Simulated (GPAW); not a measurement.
# Geometry or basis: what sets the conductance of a Li chain with one Pt atom in line, part 2 of 2

How well does a Li chain with one Pt atom in line conduct once its atoms have relaxed, and how much do cheaper levels lose?

GPAW 26.7.0; GPAW LCAO, PAW setups; relaxation of the junction within the symmetry of its start, lead ends held (the session's first sound run).

So far, transmission at the Fermi level (one spin): step 3 (double-zeta polarised basis, PBE, GPAW) 0.167; step 4 (basis szp(dzp), PBE, GPAW) 0.250; step 5 (basis sz(dzp), PBE, GPAW) 0.545; step 6 (RPBE) 0.162. Also open channels of the lead at the Fermi level (one spin): step 3 1; step 4 1.

### Step 7. Without the relaxation: geometry = "as built"

Level of this step: GPAW LCAO, PAW setups; Landauer transmission from Green's functions with principal layers (ASE), zero bias (GPAW).

The dzp basis with PBE on the structure as first built shows what the relaxation was worth.

File run.py:

```python
import json
import numpy as np
from ase import Atoms
from ase.transport.calculators import TransportCalculator
from gpaw import GPAW, FermiDirac
from gpaw.lcao.tools import get_lcao_hamiltonian
from scipy.linalg import eigh

# The junction with lead layers at both ends, along the third cell vector
device = Atoms(
    ['Li', 'Li', 'Li', 'Li', 'Li', 'Li', 'Pt', 'Li', 'Li', 'Li', 'Li', 'Li', 'Li'],
    positions=[
        [4.50000, 4.50000, 1.47500],
        [4.50000, 4.50000, 4.42500],
        [4.50000, 4.50000, 7.37500],
        [4.50000, 4.50000, 10.32500],
        [4.50000, 4.50000, 13.27500],
        [4.50000, 4.50000, 16.22500],
        [4.50000, 4.50000, 18.78300],
        [4.50000, 4.50000, 21.34100],
        [4.50000, 4.50000, 24.29100],
        [4.50000, 4.50000, 27.24100],
        [4.50000, 4.50000, 30.19100],
        [4.50000, 4.50000, 33.14100],
        [4.50000, 4.50000, 36.09100]],
    cell=[[9.0, 0.0, 0.0], [0.0, 9.0, 0.0], [0.0, 0.0, 37.566]],
    pbc=True)

# One principal layer of the lead: the first 3 atoms of the device
lead = Atoms(
    ['Li', 'Li', 'Li'],
    positions=[
        [4.50000, 4.50000, 1.47500],
        [4.50000, 4.50000, 4.42500],
        [4.50000, 4.50000, 7.37500]],
    cell=[[9.0, 0.0, 0.0], [0.0, 9.0, 0.0], [0.0, 0.0, 8.85]],
    pbc=True)

settings = dict(mode='lcao', basis='dzp', xc='PBE', h=0.2,
                occupations=FermiDirac(0.1), maxiter=250,
                mixer=dict(beta=0.1, nmaxold=8, weight=100.0),
                convergence=dict(density=0.0001))
energies = np.arange(-2, 2 + 1e-9, 0.025)
eta = 0.0001
n1, n2 = 1, 1
# k and -k transmit alike, so half of the mesh across the current serves
mesh = [(i, j) for i in range(n1) for j in range(n2) if (i, j) <= (-i % n1, -j % n2)]
weights = np.array([1 if (i, j) == (-i % n1, -j % n2) else 2 for i, j in mesh]) / (n1 * n2)

# [... helper functions left out ...]
fermi_lead = ground_state(lead, (1, 1, 13), 'lead.txt')
fermi_device = ground_state(device, (1, 1, 2), 'device.txt')
# [... loop over the mesh left out, but for ...]
        # Shift the lead onto the potential of the device's first layer
        shift = ((H[:, 0, 0] - H0[:, 0, 0]) / S0[0, 0]).real.mean()
# [...]
kT = 8.617333e-5 * 300
bias = [0.1, 0.2, 0.5, 1.0, 1.5, 2.0]
# [... integrals and printing left out ...]
```

On the command line:

```bash
$ OMP_NUM_THREADS=1 OPENBLAS_NUM_THREADS=1 python run.py
```

What it wrote:

```text
basis functions: device 87, principal layer 15
Fermi level: lead -2.7382 eV, device -2.8101 eV; lead shifted by 0.0013 eV
largest coupling past the next layer 1.28e-08 eV, largest misfit of the first layer 0.014 eV
  E-E_F (eV)   T (one spin)  channels
    -2.000    2.5092e-16    0.0000
    -1.975    2.4800e-16    0.0000
    -1.950    2.4497e-16    0.0000
[...]
1.975    2.1528e-01    1.0000
     2.000    2.0994e-01    1.0000
conductance at 300 K: 0.17429 G0 a cell; thermopower 9.202 uV/K
current from the zero-bias T(E) at 0.1 V: 1.3537 uA
current from the zero-bias T(E) at 0.2 V: 2.7284 uA
current from the zero-bias T(E) at 0.5 V: 7.4643 uA
current from the zero-bias T(E) at 1.0 V: 15.725 uA
current from the zero-bias T(E) at 1.5 V: 19.165 uA
current from the zero-bias T(E) at 2.0 V: 23.058 uA
```

The job ended after 35 s (1 thread of Arm Neoverse V2, shared host; peak memory 1.1 GiB).

This step gave:

```
conductance                                    : 0.1743 G₀
thermopower                                    : 9.202 μV/K
largest coupling past the next principal layer : 1.28e-8 eV
largest misfit of the first principal layer    : 0.01357 eV
shift that aligns the lead                     : 0.001324 eV
transmission at the Fermi level (one spin)     : 0.1732
```

One spin. Table of transmission, zone mean by energy, zero at the Fermi level:

| energy (eV) | transmission, zone mean |
| --- | --- |
| -2.000 | 0 |
| -1.800 | 0 |
| -1.600 | 0 |
| -1.400 | 0 |
| -1.200 | 0 |
| -1.000 | 0 |
| -0.800 | 8.8e-12 |
| -0.600 | 0.00983 |
| -0.400 | 0.0284 |
| -0.350 | 0.873 |
| -0.200 | 0.251 |
| 0.000 | 0.173 |
| 0.200 | 0.147 |
| 0.400 | 0.148 |
| 0.600 | 0.168 |
| 0.800 | 0.192 |
| 1.000 | 0.215 |
| 1.200 | 0.234 |
| 1.400 | 0.246 |
| 1.550 | 0.249 |
| 1.600 | 0.249 |
| 1.800 | 0.239 |
| 2.000 | 0.210 |

The conductance, 0.174 G₀, lies 4.3 % above that of the dzp run.

### Step 8. Cost and result by level

Times are for 1 thread of Arm Neoverse V2, shared host. The runs compared:

| no. | run | conductance (G₀) | time | memory (GiB) |
| --- | --- | --- | --- | --- |
| 1 | dzp | 0.1671 | 35 s | 1.1 |
| 2 | szp | 0.2497 | 32 s | 1.1 |
| 3 | sz | 0.5440 | 32 s | 1 |
| 4 | dzp RPBE | 0.1620 | 35 s | 1.1 |
| 5 | asbuilt | 0.1743 | 35 s | 1.1 |

### Step 9. Comparison

The curves are compared point by point over the common energies.

This step: comparison of transmission and cost over codes, levels and geometry (GPAW 26.7.0).

Ladder, by row:

| step | code | T at the Fermi level (sum over the listed spins) | conductance (G0) | r.m.s. T(E) from the first | wall time (s) | peak memory (GiB) | threads |
| --- | --- | --- | --- | --- | --- | --- | --- |
| dzp | GPAW | 0.167 | 0.1671 | 0 | 34.73 | 1.1 | 1 |
| szp | GPAW | 0.2496 | 0.2497 | 0.1371 | 32.12 | 1.09 | 1 |
| sz | GPAW | 0.5447 | 0.544 | 0.4403 | 31.7 | 1 | 1 |
| dzp-RPBE | GPAW | 0.1616 | 0.162 | 0.04261 | 35.37 | 1.1 | 1 |
| asbuilt | GPAW | 0.1732 | 0.1743 | 0.1387 | 34.78 | 1.1 | 1 |

Transmission, zone mean, sum over the listed spins against energy, zero at the Fermi level:

| energy (eV) | dzp | szp | sz | dzp-RPBE | asbuilt |
| --- | --- | --- | --- | --- | --- |
| -2.0000 | 0 | 0 | 0 | 0 | 0 |
| -1.7500 | 0 | 0 | 0 | 0 | 0 |
| -1.5000 | 0 | 0 | 0 | 0 | 0 |
| -1.2500 | 0 | 0 | 0 | 0 | 0 |
| -1.0000 | 0 | 0 | 0.00332 | 0 | 0 |
| -0.7500 | 3.0e-5 | 5.9e-6 | 0.106 | 5.3e-5 | 0.00110 |
| -0.5000 | 0.966 | 0.936 | 0.238 | 0.843 | 0.00743 |
| -0.3500 | 0.216 | 0.279 | 0.887 | 0.251 | 0.873 |
| -0.2500 | 0.190 | 0.257 | 0.492 | 0.204 | 0.318 |
| 0.0000 | 0.167 | 0.250 | 0.545 | 0.162 | 0.173 |
| 0.2500 | 0.150 | 0.253 | 0.571 | 0.140 | 0.145 |
| 0.5000 | 0.173 | 0.308 | 0.623 | 0.158 | 0.156 |
| 0.7500 | 0.212 | 0.386 | 0.706 | 0.193 | 0.186 |
| 1.0000 | 0.240 | 0.449 | 0.801 | 0.219 | 0.215 |
| 1.2500 | 0.256 | 0.490 | 0.892 | 0.235 | 0.238 |
| 1.4500 | 0.261 | 0.503 | 0.952 | 0.240 | 0.248 |
| 1.5000 | 0.260 | 0.502 | 0.964 | 0.240 | 0.249 |
| 1.7500 | 0.244 | 0.470 | 0.998 | 0.229 | 0.243 |
| 2.0000 | 0.194 | 0.360 | 0.979 | 0.189 | 0.210 |

### Step 10. Temperature 1000

Temperature enters only through the Fermi window.

This step: GPAW LCAO, PAW setups; Landauer transmission from Green's functions with principal layers (ASE), zero bias (GPAW 26.7.0).

Changes to run.py since step 7:

```diff
@@ -17,5 +17,5 @@
         [4.50000, 4.50000, 13.27500],
-        [4.50000, 4.50000, 16.22500],
+        [4.50000, 4.50000, 16.48252],
         [4.50000, 4.50000, 18.78300],
-        [4.50000, 4.50000, 21.34100],
+        [4.50000, 4.50000, 21.08348],
         [4.50000, 4.50000, 24.29100],
@@ -56,3 +56,3 @@
 # [...]
-kT = 8.617333e-5 * 300
+kT = 8.617333e-5 * 1000
 bias = [0.1, 0.2, 0.5, 1.0, 1.5, 2.0]
```

What it wrote:

```text
basis functions: device 87, principal layer 15
Fermi level: lead -2.7382 eV, device -2.7880 eV; lead shifted by 0.0006 eV
largest coupling past the next layer 1.28e-08 eV, largest misfit of the first layer 0.011 eV
  E-E_F (eV)   T (one spin)  channels
    -2.000    8.8158e-17    0.0000
    -1.975    8.4812e-17    0.0000
    -1.950    8.0268e-17    0.0000
    -1.925    7.3323e-17    0.0000
    -1.900    6.0390e-17    0.0000
    -1.875    2.5161e-17    0.0000
    -1.850    5.9505e-16    0.0000
    -1.825    1.5737e-16    0.0000
    -1.800    1.2563e-16    0.0000
    -1.775    1.1371e-16    0.0000
    -1.750    1.0714e-16    0.0000
    -1.725    1.0275e-16    0.0000
    -1.700    9.9485e-17    0.0000
    -1.675    9.6860e-17    0.0000
    -1.650    9.4642e-17    0.0000
    -1.625    9.2698e-17    0.0000
[...]
1.825    2.3397e-01    1.0000
     1.850    2.2977e-01    1.0000
     1.875    2.2514e-01    1.0000
     1.900    2.2004e-01    1.0000
     1.925    2.1445e-01    1.0000
     1.950    2.0832e-01    1.0000
     1.975    2.0159e-01    1.0000
     2.000    1.9421e-01    1.0000
conductance at 1000 K: 0.1706 G0 a cell; thermopower 16.19 uV/K
current from the zero-bias T(E) at 0.1 V: 1.3232 uA
current from the zero-bias T(E) at 0.2 V: 2.6548 uA
current from the zero-bias T(E) at 0.5 V: 6.8222 uA
current from the zero-bias T(E) at 1.0 V: 15.184 uA
current from the zero-bias T(E) at 1.5 V: 21.91 uA
current from the zero-bias T(E) at 2.0 V: 26.577 uA
```

The job ended after 35 s (1 thread; peak memory 1.1 GiB).

Numbers from this step:

| Item | Value |
| --- | --- |
| conductance | 0.1706 G₀ |
| largest misfit of the first principal layer | 0.01085 eV |
| shift that aligns the lead | 5.63e-4 eV |
| transmission at the Fermi level (one spin) | 0.1670 |

One spin. Table of transmission, zone mean by energy, zero at the Fermi level:

| energy (eV) | transmission, zone mean |
| --- | --- |
| -2.000 | 0 |
| -1.800 | 0 |
| -1.600 | 0 |
| -1.400 | 0 |
| -1.200 | 0 |
| -1.000 | 0 |
| -0.800 | 0 |
| -0.600 | 0.0158 |
| -0.500 | 0.966 |
| -0.400 | 0.265 |
| -0.200 | 0.187 |
| 0.000 | 0.167 |
| 0.200 | 0.150 |
| 0.400 | 0.16 |
| 0.600 | 0.190 |
| 0.800 | 0.218 |
| 1.000 | 0.240 |
| 1.200 | 0.253 |
| 1.400 | 0.260 |
| 1.450 | 0.261 |
| 1.600 | 0.257 |
| 1.800 | 0.238 |
| 2.000 | 0.194 |

Crossings of the lead's bands, unfolded to its shortest repeat. Open channels, zone mean against energy, zero at the Fermi level:

energy (eV), open channels, zone mean and a bar:
```
   -0.800       0.00 
   -0.700       1.00 ##############################
   -0.600       1.00 ##############################
   -0.500       1.00 ##############################
   -0.400       1.00 ##############################
   -0.300       1.00 ##############################
   -0.200       1.00 ##############################
   -0.100       1.00 ##############################
    0.000       1.00 ##############################
    0.100       1.00 ##############################
    0.200       1.00 ##############################
    0.300       1.00 ##############################
    0.400       1.00 ##############################
    0.500       1.00 ##############################
    0.600       1.00 ##############################
    0.700       1.00 ##############################
    0.800       1.00 ##############################
    0.900       1.00 ##############################
    1.000       1.00 ##############################
    1.100       1.00 ##############################
    1.200       1.00 ##############################
    1.300       1.00 ##############################
    1.400       1.00 ##############################
    1.500       1.00 ##############################
    1.600       1.00 ##############################
    1.700       1.00 ##############################
    1.800       1.00 ##############################
    1.900       1.00 ##############################
    2.000       1.00 ##############################
```

Not self-consistent under bias; the bias window is split evenly. The current through one cell, from the zero-bias transmission by bias:

| bias (V) | current through one cell, from the zero-bias transmission (μA) |
| --- | --- |
| 0.100 | 1.32 |
| 0.200 | 2.65 |
| 0.500 | 6.82 |
| 1.000 | 15.2 |
| 1.500 | 21.9 |
| 2.000 | 26.6 |

Table of transmission of the three most open eigenchannels by energy, zero at the Fermi level:

| energy (eV) | channel 1 | channel 2 = channel 3 |
| --- | --- | --- |
| -0.700 | 4.2e-6 | 0 |
| -0.600 | 0.0158 | 0 |
| -0.500 | 0.966 | 0 |
| -0.400 | 0.265 | 0 |
| -0.300 | 0.198 | 0 |
| -0.200 | 0.187 | 0 |
| -0.100 | 0.179 | 0 |
| 0.000 | 0.167 | 0 |
| 0.100 | 0.156 | 0 |
| 0.200 | 0.150 | 0 |
| 0.300 | 0.152 | 0 |
| 0.400 | 0.16 | 0 |
| 0.500 | 0.173 | 0 |
| 0.600 | 0.190 | 0 |
| 0.700 | 0.204 | 0 |
| 0.800 | 0.218 | 0 |
| 0.900 | 0.230 | 0 |
| 1.000 | 0.240 | 0 |
| 1.100 | 0.247 | 0 |
| 1.200 | 0.253 | 0 |
| 1.300 | 0.258 | 0 |
| 1.400 | 0.260 | 0 |
| 1.500 | 0.260 | 0 |
| 1.600 | 0.257 | 0 |
| 1.700 | 0.250 | 0 |
| 1.800 | 0.238 | 0 |
| 1.900 | 0.220 | 0 |
| 2.000 | 0.194 | 0 |

With these changes, and at 1000 K in place of 300 K, the conductance is 0.171 G₀ against 0.167 in the dzp run; T at the Fermi level, which temperature doesn't enter, is 0.167 against 0.167.

### Step 11. Summary of results

```yaml
conductance: 0.167 G₀
transmission_at_the_fermi_level_mean_of_the_spins: 0.167
thermopower: 5.03 μV/K
open_channels_of_the_lead_there: 1
```

In the dzp basis the junction conducts 0.167 G₀ at 300 K, with T = 0.167 a spin at the Fermi level; no smaller basis tried comes within 10 % of that conductance. Relaxation moved atoms by up to 0.26 Å and took the conductance from 0.174 to 0.167 G₀, as a ratio a smaller change than the step from dzp to the minimal basis. The scatterer reflects about 83 % of the incoming channels at the Fermi level. At the Fermi level one eigenchannel carries the current (0.17). The positive thermopower says that the thermally weighted transmission is larger below the Fermi level, as for hole-like transport. Measured against the first run (dzp), the nearest curve is that of dzp-RPBE (r.m.s. 0.043) and the farthest that of sz (0.44). Over the compared runs wall time goes from 32 s (sz) to 35 s (dzp-RPBE), on a shared host. The leads kept an estimated spacing and the cell its length, so the junction may be under some tension or compression. The geometry comes from the orbital basis, which tends to overbind, and kept the symmetry of the start, so a structure of lower symmetry may lie lower. The run had no spin polarisation, so a magnetic state, which chains and small molecules with open shells often have, wasn't tested. Spin-orbit coupling is left out, which matters for the heavy atoms here. An evenly spaced straight chain is an idealisation: free chains tend to dimerise, zigzag or, where a band edge lies near the Fermi level, turn magnetic. The currents use the zero-bias T(E) throughout, which holds only while the bias is small against the distance to the nearest feature.

[Logs are printed without paths, hosts, clocks, repeated set-up lines and the standing remarks that a program may print on its own settings, such as how far it seeks lower states.]

[Hosts, paths, dates, database ids (printed as entryN), source tags and the programs' standing remarks are cut or masked in the printed files.]
